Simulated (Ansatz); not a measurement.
# AgBi2 (built on the sites of a database entry of In2Au): from the cell to its phonons, part 2 of 2

Wanted: vibrations and spectra of AgBi2 (built on the sites of a database entry of In2Au); the cell is already relaxed. After the zone centre comes a 2×2×2 q mesh on a 10×10×10 k mesh.

Ansatz 0.2.0; DFT PBEsol, scalar-relativistic, plane waves, PAW.

So far. Step 2 (Linear response at the zone centre): Before it was imposed, the acoustic sum rule was missed by 2.5e-5 eV/Å². Small misses are needed for a sound result but don't prove that mesh and cutoff are converged. The lowest optical mode is real, 72.7 cm⁻¹.

The structure was built from a prototype and need not be the compound's stable phase.

## Step 3: Phonons on a q mesh

Stability and thermal properties need the whole zone. Linear response on a 2×2×2 q mesh gives force constants as far as a supercell of that size would.

The input, input.yaml:

```yaml
crystal:
  lattice:
    - [0.0, 3.4825628556, 3.4825628556]
    - [3.4825628556, 0.0, 3.4825628556]
    - [3.4825628556, 3.4825628556, 0.0]
  atoms:
    - { symbol: Bi, position: [0.25, 0.25, 0.25] }
    - { symbol: Bi, position: [0.75, 0.75, 0.75] }
    - { symbol: Ag, position: [0.0, 0.0, 0.0] }
kpoints:
  mp_grid: { grid: [10, 10, 10] }
hamiltonian:
  xc: pbesol
scf:
  occupations: { method: methfessel_paxton, width: 0.15 }
output:
  eigenvalues: true
phonons:
  method: dfpt
  qmesh: [2, 2, 2]
  temperatures: { t_max: 1000, t_step: 50 }
  qpath:
    path:
      - [[0.0, 0.0, 0.0], [0.5, 0.0, 0.5], [0.625, 0.25, 0.625]]
      - [[0.375, 0.375, 0.75], [0.0, 0.0, 0.0], [0.5, 0.5, 0.5], [0.5, 0.25, 0.75], [0.5, 0.0, 0.5]]
    npoints: 10
```

On the command line:

```sh
ansatz run input.yaml --threads 8 --pin off --max-ram 14336MiB --backend cpu --events-out ev --progress --plain --runs-dir out
```

Numbers of over 12 decimals in the logs are rounded to 6 here.

The program printed:

```text
[...]
Crystal: 3 atoms, lattice volume = 84.475 Å³
Basis set: ecut = 420 eV, 1639 PW (Γ), exchange–correlation on 72×72×72 points (8 copies of the dense FFT grid, shifted against one another)
Bands: 30, of which v1, the nominal top of the filled ones, is band 25 counted from 1 (24 counted from 0)
Symmetry: 48 space group operations
k-points: 47 of 1000
[...]
SCF iter   1: F=—  HF=-32006.130030 eV  |F-HF|=—  |Δ(HF+E_count)|=         —  Δρ=7.42e-3  dr2=5.12e-2  ethr=1.77e-3  ⟨swp⟩=6.0  Hψ=5577  notcnv=0
[...]
SCF iter   9: F=-32006.119330 eV  HF=-32006.119330 eV  |F-HF|=3.64e-12  |Δ(HF+E_count)|=    0.00e0  S|Δr|=    0.00e0  Δρ=1.55e-8  dr2=2.94e-13  ethr=1.00e-12  ⟨swp⟩=9.0  Hψ=7443  notcnv=0
SCF 1 converged in 9 iterations: F = -32006.119330 eV  dr2 = 2.94e-13
[...]
phonons: the bands overlap, so this run is a metal and interpolates without the dipole-dipole term. If the crystal is really an insulator or semiconductor, its LO-TO splitting is missing
NSCF: frozen V_eff on 47 k-points
WARN: eigensolver did not converge (k=24): 1 band(s) unlocked after 20 sweeps at ethr=1.84e-12 eV (storage-precision floor; scheduled 1.00e-12 eV) (lowest unlocked band 29, counted from 0; max residual 6.03e-6 eV among the unlocked bands, 6.03e-6 eV over every band; other slots of this pass that fall short are told together in one closing line; warning suppressed until the next SCF loop or pass starts)
WARN: eigensolver did not converge in 2 slots of this pass, the one above among them; of largest residual over every band (k=27): 1 band(s) unlocked (lowest unlocked band 29, counted from 0; max residual 2.93e-5 eV among the unlocked bands, 2.93e-5 eV over every band); of lowest unlocked band (k=24): band 29
[...]
DFPT response loops at q = (0, 0, 0) (fractional): preconditioner auto → Kerker (q_TF=auto, 2.492 Å⁻¹) (partly filled bands, converged f_vac=0.043); β = 1.00, the filter's whole step (`scf.mixing.beta` (0.50) is not read by the response loops under this deck's `scf.mixing.preconditioner`; to damp them name `kerker` or `kerker_dos`, under which they read `scf.mixing.beta`, and type it under 1.00, their step now; both keys bind the ground state too); Broyden in place of MSR1
[...]
SCF converged after 9 iterations
[...]
Free energy (F): -32006.119330 eV
[...]
Internal energy: -32006.114960 eV  (E = F + TS)
E sigma→0 (E₀):  -32006.118238 eV
Entropy (-TS):   -0.004370 eV (-1.457 meV/atom)
Fermi energy:    11.900271 eV
[...]
--- Band table (eV; the first three rows and the last of 47) ---
  k-point 0: bands = [... 21 lower, 11.2874, 11.2874, 11.2874, 13.0221, 13.0221, 13.0221, 14.0251, 15.2746, ... 1 higher]
  k-point 1: bands = [... 21 lower, 10.8169, 11.1833, 11.1833, 12.4259, 12.9158, 12.9158, 14.8477, 15.4522, ... 1 higher]
  k-point 2: bands = [... 21 lower, 9.9388, 10.9384, 10.9384, 11.8026, 12.6340, 12.6340, 15.1214, 15.9893, ... 1 higher]
  k-point 46: bands = [... 21 lower, 7.1544, 8.1659, 10.3010, 12.1180, 14.6245, 15.5625, 16.1867, 16.5124, ... 1 higher]
--- Phonons (Γ-DFPT): 2 representative perturbations + reference (Σ response iterations 6) ---
  ASR residual: 4.383e-5 → 0.000e0 eV/Å²; symmetrization residual: 1.102e-4 eV/Å²
  ASR residual per site (eV/Å²): 4.28e-5 4.28e-5 4.38e-5
  Γ frequencies (cm⁻¹): 0.00 0.00 0.00 72.73 72.73 72.73 102.32 102.32 102.32
--- Phonons (arbitrary-q DFPT): 3 irreducible q on the 2×2×2 mesh ---
  q = [0.0000, 0.0000, 0.0000] (star 1, of the zone-centre solve; hermiticity 6.68e-5, symmetrization 4.03e-12): -0.00 -0.00 0.00 72.73 72.73 72.73 102.32 102.32 102.32
  q = [0.0000, 0.0000, -0.5000] (star 4, 2 solved perturbations on 282 of 1000 k-point pairs; hermiticity 5.25e-6, symmetrization 5.92e-12): 38.28 38.28 59.45 68.20 68.20 84.34 105.30 111.36 111.36
  q = [0.0000, -0.5000, -0.5000] (star 3, 4 solved perturbations in 546 linear systems a pass and spin channel, the states on 171 of 1000 k-point pairs; hermiticity 5.49e-5, symmetrization 1.41e-12): 46.04 46.04 49.13 49.13 56.80 92.50 94.26 101.55 101.55
  sum rule: each row above includes the acoustic sum rule's correction from the zone centre's row sums; it moved no ω² by more than (0.33 cm⁻¹)²
  mesh force constants: q→R imaginary residual 3.24e-17; ASR residual 4.383e-5 → 0.000e0 eV/Å²; symmetrization residual 2.220e-15 eV/Å²
  interpolated dispersion: 62 rows × 9 modes
  density of states and harmonic sums: on the 16×16×16 q-mesh, interpolated from the force constants of a 2×2×2 supercell (no non-analytic term)
  largest difference from the sums on the solved wave vectors: F 9.98e-2 eV, S 1.32e-4 and C_V 3.23e-5 eV/K
  zero-point energy: 0.040774 eV/cell   skipped modes (ω ≤ 0): 3   left out of the sums: 8.14e-5 of the cell's modes: C_V's classical limit lies that fraction below 3 k_B per atom; for a crystal, a wire or a layer, F and S can be off by more, and a phonons.interpolated_qmesh denser along its periods is the remedy for the sampling
```

It took 54 s on 8 threads of Arm Neoverse V2, shared host; peak memory 2.1 GiB; 6.8 min of CPU time.

Numbers from this step:

```yaml
sum_rule_residual_before_enforcement: 4.38e-5 eV/Å²
lowest_frequency_on_the_path: 0 cm⁻¹
highest_frequency_on_the_path_or_at_a_solved_wavevector: 111.4 cm⁻¹
mean_frequency: 73.1 cm⁻¹
debye_temperature_second_moment: 144 K
logarithmic_mean_frequency: 68 cm⁻¹
lowest_mode_on_the_q_mesh_acoustic_modes_at_gamma_apart: 38.28 cm⁻¹
zero_point_energy_per_atom: 13.59 meV
heat_capacity_at_300_k: 24.66 J/(mol atoms K)
vibrational_entropy_at_300_k: 53.01 J/(mol atoms K)
```

Frequencies (cm⁻¹) solved at each irreducible wavevector; negative means imaginary. Frequencies by wavevector, by row:

| q in reciprocal lattice units | star | mode 1 | mode 2 | mode 3 | mode 4 | mode 5 | mode 6 | mode 7 | mode 8 | mode 9 |
| --- | --- | --- | --- | --- | --- | --- | --- | --- | --- | --- |
| 0 0 0 | 1 | 0 | 0 | 0 | 72.7 | 72.7 | 72.7 | 102.3 | 102.3 | 102.3 |
| 0 0 -0.5 | 4 | 38.3 | 38.3 | 59.5 | 68.2 | 68.2 | 84.3 | 105.3 | 111.4 | 111.4 |
| 0 -0.5 -0.5 | 3 | 46 | 46 | 49.1 | 49.1 | 56.8 | 92.5 | 94.3 | 101.5 | 101.5 |

Interpolated from a 2×2×2 q mesh. Phonon branches along the path, in cm⁻¹:

| point | branch 1 | branch 2 | branch 3 | branch 4 | branch 5 | branch 6 | branch 7 | branch 8 | branch 9 |
| --- | --- | --- | --- | --- | --- | --- | --- | --- | --- |
| Γ | 0 | 0 | 0 | 73 | 73 | 73 | 102 | 102 | 102 |
| halfway | 32 | 32 | 62 | 64 | 64 | 68 | 103 | 106 | 106 |
| X | 46 | 46 | 49 | 49 | 57 | 92 | 94 | 102 | 102 |
| halfway | 46 | 49 | 49 | 51 | 57 | 90 | 96 | 103 | 104 |
| U | 45 | 50 | 55 | 55 | 58 | 85 | 100 | 105 | 106 |
| jump to K | 45 | 50 | 55 | 55 | 58 | 85 | 100 | 105 | 106 |
| halfway | 33 | 37 | 60 | 65 | 68 | 70 | 106 | 108 | 108 |
| Γ | 0 | 0 | 0 | 73 | 73 | 73 | 102 | 102 | 102 |
| halfway | 28 | 28 | 57 | 67 | 70 | 70 | 105 | 107 | 107 |
| L | 38 | 38 | 59 | 68 | 68 | 84 | 105 | 111 | 111 |
| halfway | 42 | 46 | 58 | 62 | 62 | 83 | 104 | 107 | 109 |
| W | 48 | 48 | 54 | 54 | 59 | 85 | 101 | 101 | 109 |
| halfway | 47 | 49 | 50 | 52 | 58 | 88 | 97 | 102 | 106 |
| X | 46 | 46 | 49 | 49 | 57 | 92 | 94 | 102 | 102 |

The phonon branches as a text plot (rows in cm⁻¹):

```
    109 |                  *******          ******************
    104 |***********   **********************************     **
    100 |        ******  **                             *********
     95 |           *****                                     ***
     91 |           ****                                      ***
     86 |         **    ***                      ***     *****
     81 |                  **                  **   *****
     77 |        *           ***              *
     72 |****** *               ************
     67 |   *****              *****       **********
     63 |      ***          ****             **      ***
     58 |        ************   *           *  ******************
     53 |    **   ***   ***      *                       *****
     49 |            **********            *          ***********
     44 |           *********  *  **                ** **      **
     39 |   *    ***         ** *               *******
     35 |       *              **         *   **
     30 |      *                 *  *       **
     26 |  * **                   **     * *
     21 |   *                     **      *
     16 | **                        **
     12 |                               **
      7 | *                          *  *
      2 |*                            **
         Γ           X  U|K            Γ         L        W     X
```

The phonon density of states has structure finer than the step of the table below, so its rows give means over 2.5 cm⁻¹, whole bins alone (the curve runs from 0.5 to 112 cm⁻¹). Peaks (cm⁻¹: height): 45.50: 0.135, 59.50: 0.324, 82.50: 0.146, 105.50: 0.420, 108.50: 0.426.

Tetrahedra on a 16×16×16 mesh, mean over bins of 1 cm-1. Interpolated from a 2×2×2 q mesh. Table of phonon density of states by wavenumber; means over each step:

wavenumber (cm⁻¹), phonon density of states (1/cm⁻¹/cell) and a bar:
```
      2.5      0.000 
      5.0      0.000 
      7.5      0.001 
     10.0      0.002 
     12.5      0.002 
     15.0      0.004 
     17.5      0.006 
     20.0      0.008 #
     22.5      0.011 #
     25.0      0.014 #
     27.5      0.019 ##
     30.0      0.027 ##
     32.5      0.037 ###
     35.0      0.055 ####
     37.5      0.092 #######
     40.0      0.128 ##########
     42.5      0.133 ###########
     45.0      0.131 ###########
     47.5      0.110 #########
     50.0      0.062 #####
     52.5      0.051 ####
     55.0      0.111 #########
     57.5      0.208 #################
     60.0      0.287 #######################
     62.5      0.157 #############
     65.0      0.153 #############
     67.5      0.154 #############
     70.0      0.095 ########
     72.5      0.042 ###
     75.0      0.025 ##
     77.5      0.033 ###
     80.0      0.055 ####
     82.5      0.111 #########
     85.0      0.055 ####
     87.5      0.017 #
     90.0      0.005 
     92.5      0.000 
     95.0      0.005 
     97.5      0.026 ##
    100.0      0.066 #####
    102.5      0.203 #################
    105.0      0.368 ##############################
    107.5      0.354 #############################
    110.0      0.172 ##############
```

The partial phonon density of states has structure finer than the step of the table below, so its rows give means over 5 cm⁻¹, whole bins alone (the curve runs from -10 to 125 cm⁻¹). Peaks (cm⁻¹: height): Ag 41.6: 0.0359, 106.0: 0.226; Bi 43.3: 0.0930, 59.4: 0.203, 82.3: 0.0786, 106.8: 0.108.

Phonopy on the run's constants, 15x15x15 mesh, Gaussian sigma 2.0 cm-1. Interpolated from a 2×2×2 q mesh. The partial phonon density of states by wavenumber; means over each step; values in 1/cm⁻¹/cell:

| wavenumber (cm⁻¹) | Ag | Bi |
| --- | --- | --- |
| -5 | 3.0e-6 | 1.6e-5 |
| 0 | 2.8e-5 | 1.1e-4 |
| 5 | 7.5e-5 | 2.8e-4 |
| 10 | 3.4e-4 | 0.00127 |
| 15 | 9.4e-4 | 0.00340 |
| 20 | 0.00178 | 0.00613 |
| 25 | 0.00343 | 0.0111 |
| 30 | 0.00716 | 0.0215 |
| 35 | 0.0166 | 0.0443 |
| 40 | 0.0330 | 0.0838 |
| 45 | 0.0320 | 0.0889 |
| 50 | 0.0162 | 0.0633 |
| 55 | 0.0192 | 0.106 |
| 60 | 0.0307 | 0.189 |
| 65 | 0.00938 | 0.149 |
| 70 | 0.00309 | 0.0942 |
| 75 | 0.00215 | 0.0332 |
| 80 | 0.00399 | 0.0570 |
| 85 | 0.00409 | 0.0541 |
| 90 | 0.00144 | 0.00853 |
| 95 | 0.0102 | 0.00246 |
| 100 | 0.0742 | 0.0259 |
| 105 | 0.205 | 0.0935 |
| 110 | 0.119 | 0.0604 |
| 115 | 0.00676 | 0.00341 |
| 120 | 8.9e-6 | 3.0e-6 |

Harmonic thermodynamic functions per atom, from the density of states. Interpolated from a 2×2×2 q mesh. Thermodynamic functions, by row:

| T (K) | F_vib (meV/atom) | S (J/mol-atom/K) | C_V (J/mol-atom/K) |
| --- | --- | --- | --- |
| 0 | 13.59 | 0 | 0 |
| 50 | 11.23 | 12.61 | 17.33 |
| 100 | 0.78 | 26.71 | 22.56 |
| 200 | -36.26 | 43.08 | 24.31 |
| 300 | -86.39 | 53.01 | 24.66 |
| 400 | -145.2 | 60.13 | 24.78 |
| 500 | -210.5 | 65.66 | 24.84 |
| 600 | -281 | 70.19 | 24.87 |
| 700 | -355.8 | 74.03 | 24.89 |
| 800 | -434.2 | 77.36 | 24.9 |
| 900 | -516 | 80.29 | 24.91 |
| 1000 | -600.6 | 82.91 | 24.91 |

Harmonic mean-square displacement, third of the trace. Interpolated from a 2×2×2 q mesh. Mean square displacements, by row:

| T (K) | Bi1 U_eq (Å²) | Bi2 U_eq (Å²) | Ag3 U_eq (Å²) |
| --- | --- | --- | --- |
| 0 | 0.00139 | 0.00139 | 0.00209 |
| 100 | 0.00415 | 0.00415 | 0.00538 |
| 300 | 0.01195 | 0.01195 | 0.01516 |
| 600 | 0.02381 | 0.02381 | 0.03013 |

Symmetry leaves 3 wavevectors to solve. The lowest mode among them, the acoustic zeros apart, lies at q = (0, 0, -0.5) and is real, 38.3 cm⁻¹.

## Step 4: Another isotope

An isotope changes the mass and not the force constants, so no new electronic calculation is needed; the shifts show which modes move this element.

The same force constants with the mass of Ag changed from 107.868 to 108.905 u (phonopy, no LO-TO term). Both lists are sorted by frequency; levels can cross, so a row need not hold one and the same mode. Modes under 3 cm⁻¹ are left out. Isotope shifts, by row:

| q | rank | natural mass (cm⁻¹) | changed mass (cm⁻¹) |
| --- | --- | --- | --- |
| 0 0 0 | 4 | 72.73 | 72.73 |
| 0 0 0 | 5 | 72.73 | 72.73 |
| 0 0 0 | 6 | 72.73 | 72.73 |
| 0 0 0 | 7 | 102.3 | 101.9 |
| 0 0 0 | 8 | 102.3 | 101.9 |
| 0 0 0 | 9 | 102.3 | 101.9 |
| 0 0 -0.5 | 1 | 38.28 | 38.22 |
| 0 0 -0.5 | 2 | 38.28 | 38.22 |
| 0 0 -0.5 | 3 | 59.45 | 59.36 |
| 0 0 -0.5 | 4 | 68.2 | 68.2 |
| 0 0 -0.5 | 5 | 68.2 | 68.2 |
| 0 0 -0.5 | 6 | 84.34 | 84.34 |
| 0 0 -0.5 | 7 | 105.3 | 105 |
| 0 0 -0.5 | 8 | 111.4 | 111 |
| 0 0 -0.5 | 9 | 111.4 | 111 |
| 0 -0.5 -0.5 | 1 | 46.04 | 45.97 |
| 0 -0.5 -0.5 | 2 | 46.04 | 45.97 |
| 0 -0.5 -0.5 | 3 | 49.13 | 49.13 |
| 0 -0.5 -0.5 | 4 | 49.13 | 49.13 |
| 0 -0.5 -0.5 | 5 | 56.8 | 56.8 |
| 0 -0.5 -0.5 | 6 | 92.5 | 92.5 |
| 0 -0.5 -0.5 | 7 | 94.26 | 93.81 |
| 0 -0.5 -0.5 | 8 | 101.5 | 101.2 |
| 0 -0.5 -0.5 | 9 | 101.5 | 101.2 |

A mode of this element alone would shift by -0.48 %. The highest zone-centre frequency without the field goes from 102.3 to 101.9 cm⁻¹ (-0.4 %). The product of the frequency ratios over all optical modes at Γ is 0.989; the product rule, (m/m′)^(3k/2) (M′/M)^(3/2) with k = 1 such atoms and M the mass of the cell, gives 0.989.

## Step 5: Results

```yaml
space_group_within_0p01_a: Fm-3m
volume_per_atom: 28.2 Å³
electronic_character: no gap on this mesh
highest_optical_mode_at_the_zone_centre_no_lo_to_term: 102 cm⁻¹
lowest_optical_zone_centre_mode: 72.7 cm⁻¹
lowest_mode_on_the_q_mesh_acoustic_modes_at_gamma_apart: 38.3 cm⁻¹
highest_frequency_on_the_path_or_at_a_solved_wavevector: 111 cm⁻¹
zero_point_energy_per_atom: 13.6 meV
heat_capacity_at_300_k: 24.7 J/(mol atoms K)
vibrational_entropy_at_300_k: 53.0 J/(mol atoms K)
debye_temperature_second_moment: 144 K
imaginary_modes_on_the_2x2x2_q_mesh: none
```

**Reading.** The structure is a minimum as far as tested: no mode is imaginary at the 3 irreducible wavevectors of the 2×2×2 mesh, and the softest away from the acoustic zeros lies at 38 cm⁻¹. The optical modes at Γ span 73 to 102 cm⁻¹. The highest mode in this list at Γ, 102.3 cm⁻¹, is mostly motion of Ag (79 % of the kinetic energy). With no gap, or one that is small against the smearing, the frequencies hang on the k mesh and the smearing, most of all near Kohn anomalies. The phonon runs are without spin polarisation, although the cell has an odd electron count. Spin-orbit coupling is left out, which can matter for the heavy elements here. A phonon run warned that its eigensolver left some bands unconverged in a pass. The starting cell was built on a prototype and not taken from a measurement, so the phase need not exist. These are harmonic frequencies at zero temperature: anharmonic shifts, linewidths and thermal expansion are left out.

[Logs are printed without paths, hosts, clocks, repeated set-up lines and the standing remarks that a program may print on its own settings, such as how far it seeks lower states.]

[Hosts, paths, dates, database ids (printed as entryN), source tags and the programs' standing remarks are cut or masked in the printed files.]
